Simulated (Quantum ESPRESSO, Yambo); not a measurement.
# WS2 (Tungstenite): G0W0 in Yambo against the screening cutoff, part 2 of 2

How does the gap of WS2 (Tungstenite) converge in the screening cutoff?

Yambo 5.3.0; PBE and many-body steps on it, plane waves. Known limits of the many-body steps: not at the basis limit; no spin-orbit coupling; coarse k mesh.

So far. Step 2 (1.5 Ha): The gap on the mesh goes from 0.98 eV to 1.26 eV, a correction of +0.28 eV. Step 3 (2.5 Ha): Against the run before, the gap moves by +0.019 eV.

**4. 4.75 Ha**

Level of this step: G0W0 on PBE, plane waves, norm-conserving pseudopotentials (Yambo).

File gw9.in:

```
HF_and_locXC
gw0
dyson
ppa
em1d
rim_cut
RandQpts= 1000000
RandGvec= 1 RL
EXXRLvcs= 62 Ry
VXCRLvcs= 248 Ry
Chimod= "HARTREE"
% BndsRnXp
 1 | 106 |
%
NGsBlkXp= 9.5 Ry
% LongDrXp
 1 | 1 | 1 |
%
% GbndRnge
 1 | 106 |
%
DysSolver= "n"
ExtendOut
PPAPntXp= 27.21138 eV
% QPkrange
 1 | 1 | 25 | 28 |
 9 | 9 | 25 | 28 |
 13 | 13 | 25 | 28 |
%
```

Run with:

```console
OMP_NUM_THREADS=2 mpirun -n 4 yambo -F gw9.in -J gw9 -C gw9 > gw9.log
```

What it wrote:

```text
 Yambo, version 5.3.0

 [02] CORE Variables Setup
 =========================

  [... cell, symmetries and grids as in the set-up ...]

  [02.05] Energies & Occupations
  ==============================

  [X] === General ===
  [X] Electronic Temperature                        :  0.000000  0.000000 [eV K]
  [X] Bosonic    Temperature                        :  0.000000  0.000000 [eV K]
  [X] Finite Temperature mode                       : no
  [X] El. density                                   :  0.49006E+24 [cm-3]
[...]
QP @ state[ 2 ] b range                          :  25  28
   QP @ state[ 3 ] K range                          :  13  13
   QP @ state[ 3 ] b range                          :  25  28
   GF energies kind                                 : Perdew, Burke & Ernzerhof(X)+Perdew, Burke & Ernzerhof(C)
   GF WF`s kind                                     : Perdew, Burke & Ernzerhof(X)+Perdew, Burke & Ernzerhof(C)
   Xs energies kind                                 : Perdew, Burke & Ernzerhof(X)+Perdew, Burke & Ernzerhof(C)
   Xs WF`s kind                                     : Perdew, Burke & Ernzerhof(X)+Perdew, Burke & Ernzerhof(C)

 [11] Game Over & Game summary
```

Wall time 3.1 min (4 MPI ranks of Arm Neoverse V2, shared host); peak memory 2.9 GiB.

This step gave:

* G0W0 gap on the points computed: 1.348 eV
* starting gap on the mesh: 0.9806 eV
* k of the valence top: 0, 0, 0
* k of the conduction bottom: 0.1667, 0.1667, 0
* least direct G0W0 gap on the computed points: 2.528 eV

Against the run before, the gap moves by +0.070 eV.

**5. 6 Ha**

gw10.in, as its differences from gw9.in of step 4:

```diff
@@ -14,3 +14,3 @@
 %
-NGsBlkXp= 9.5 Ry
+NGsBlkXp= 12 Ry
 % LongDrXp
```

Run with:

```console
OMP_NUM_THREADS=2 mpirun -n 4 yambo -F gw10.in -J gw10 -C gw10 > gw10.log
```

What it wrote:

```text
 Yambo, version 5.3.0

 [02] CORE Variables Setup
 =========================

  [... cell, symmetries and grids as in the set-up ...]

  [02.05] Energies & Occupations
  ==============================

  [X] === General ===
  [X] Electronic Temperature                        :  0.000000  0.000000 [eV K]
  [X] Bosonic    Temperature                        :  0.000000  0.000000 [eV K]
  [X] Finite Temperature mode                       : no
  [X] El. density                                   :  0.49006E+24 [cm-3]
[...]
QP @ state[ 2 ] b range                          :  25  28
   QP @ state[ 3 ] K range                          :  13  13
   QP @ state[ 3 ] b range                          :  25  28
   GF energies kind                                 : Perdew, Burke & Ernzerhof(X)+Perdew, Burke & Ernzerhof(C)
   GF WF`s kind                                     : Perdew, Burke & Ernzerhof(X)+Perdew, Burke & Ernzerhof(C)
   Xs energies kind                                 : Perdew, Burke & Ernzerhof(X)+Perdew, Burke & Ernzerhof(C)
   Xs WF`s kind                                     : Perdew, Burke & Ernzerhof(X)+Perdew, Burke & Ernzerhof(C)

 [11] Game Over & Game summary
```

Elapsed: 5.5 min, on 4 MPI ranks; peak memory 2.9 GiB.

Numbers from this step:

```yaml
g0w0_gap_on_the_points_computed: 1.361 eV
starting_gap_on_the_mesh: 0.9806 eV
k_of_the_valence_top: 0, 0, 0
k_of_the_conduction_bottom: 0.1667, 0.1667, 0
least_direct_g0w0_gap_on_the_computed_points: 2.534 eV
```

Against the run before, the gap moves by +0.013 eV.

**6. 7.5 Ha**

gw11.in, as its differences from gw10.in of step 5:

```diff
@@ -14,3 +14,3 @@
 %
-NGsBlkXp= 12 Ry
+NGsBlkXp= 15 Ry
 % LongDrXp
```

Run with:

```console
OMP_NUM_THREADS=2 mpirun -n 4 yambo -F gw11.in -J gw11 -C gw11 > gw11.log
```

What it wrote:

```text
 Yambo, version 5.3.0

 [02] CORE Variables Setup
 =========================

  [... cell, symmetries and grids as in the set-up ...]

  [02.05] Energies & Occupations
  ==============================

  [X] === General ===
  [X] Electronic Temperature                        :  0.000000  0.000000 [eV K]
  [X] Bosonic    Temperature                        :  0.000000  0.000000 [eV K]
  [X] Finite Temperature mode                       : no
  [X] El. density                                   :  0.49006E+24 [cm-3]
[...]
QP @ state[ 2 ] b range                          :  25  28
   QP @ state[ 3 ] K range                          :  13  13
   QP @ state[ 3 ] b range                          :  25  28
   GF energies kind                                 : Perdew, Burke & Ernzerhof(X)+Perdew, Burke & Ernzerhof(C)
   GF WF`s kind                                     : Perdew, Burke & Ernzerhof(X)+Perdew, Burke & Ernzerhof(C)
   Xs energies kind                                 : Perdew, Burke & Ernzerhof(X)+Perdew, Burke & Ernzerhof(C)
   Xs WF`s kind                                     : Perdew, Burke & Ernzerhof(X)+Perdew, Burke & Ernzerhof(C)

 [11] Game Over & Game summary
```

Elapsed: 8.7 min, on 4 MPI ranks; peak memory 3 GiB; 64 min of CPU time.

Numbers from this step:

| Quantity | Value |
| --- | --- |
| G0W0 gap on the points computed | 1.366 eV |
| starting gap on the mesh | 0.9806 eV |
| k of the valence top | 0, 0, 0 |
| k of the conduction bottom | 0.1667, 0.1667, 0 |
| least direct G0W0 gap on the computed points | 2.535 eV |

Against the run before, the gap moves by +0.005 eV.

**7. Side by side**

Times are wall times on 4 MPI ranks of Arm Neoverse V2, shared host, good to a factor of about two.

```csv
run,mesh,bands,screening cutoff (eV),DFT gap (eV),gap on the mesh (eV),direct (eV),time
1.5 Ha,6×6×2,106,40.8,0.981,1.260,2.492,1.8 min
2.5 Ha,6×6×2,106,68,0.981,1.279,2.501,1.9 min
4.75 Ha,6×6×2,106,129.3,0.981,1.348,2.528,3.1 min
6 Ha,6×6×2,106,163.3,0.981,1.361,2.534,5.5 min
7.5 Ha,6×6×2,106,204.1,0.981,1.366,2.535,8.7 min
```

**8. Results**

```yaml
1p5_ha: 1.260 eV
2p5_ha: 1.279 eV
4p75_ha: 1.348 eV
6_ha: 1.361 eV
7p5_ha: 1.366 eV
known_limits: not at the basis limit; no spin-orbit coupling; coarse k mesh
```

What this shows: The setting moved: screening cutoff. From 1.5 Ha to 7.5 Ha the gap moves by +0.11 eV, for 4.9 times the time. It holds to 0.03 eV from 4.75 Ha on. Bands and screening cutoff are coupled, so a series along one setting does not show full convergence. Bands and cutoff are finite, so the gap is not at the basis limit. The miss can reach some tenths of an eV and take either sign; the mesh is an error of its own. In the G0W0 runs levels were corrected at 3 k points alone, so a gap called «on the mesh» is the least over those, and an edge elsewhere would be missed. The 6×6×2 mesh is coarse for this cell, which bears on the long-range parts of exchange and screening. The many-body steps are scalar-relativistic: spin-orbit coupling is not in them.

[Paths, hosts, dates, memory and timing lines, banners, echoed tables and standing remarks are left out of the program output.]

[Logs are printed without paths, hosts, clocks, repeated set-up lines and the standing remarks that a program may print on its own settings, such as how far it seeks lower states.]

[Runs of the session that timed out or met a known fault of the program may be left out.]

[Hosts, paths, dates, database ids (printed as entryN), source tags and the programs' standing remarks are cut or masked in the printed files.]
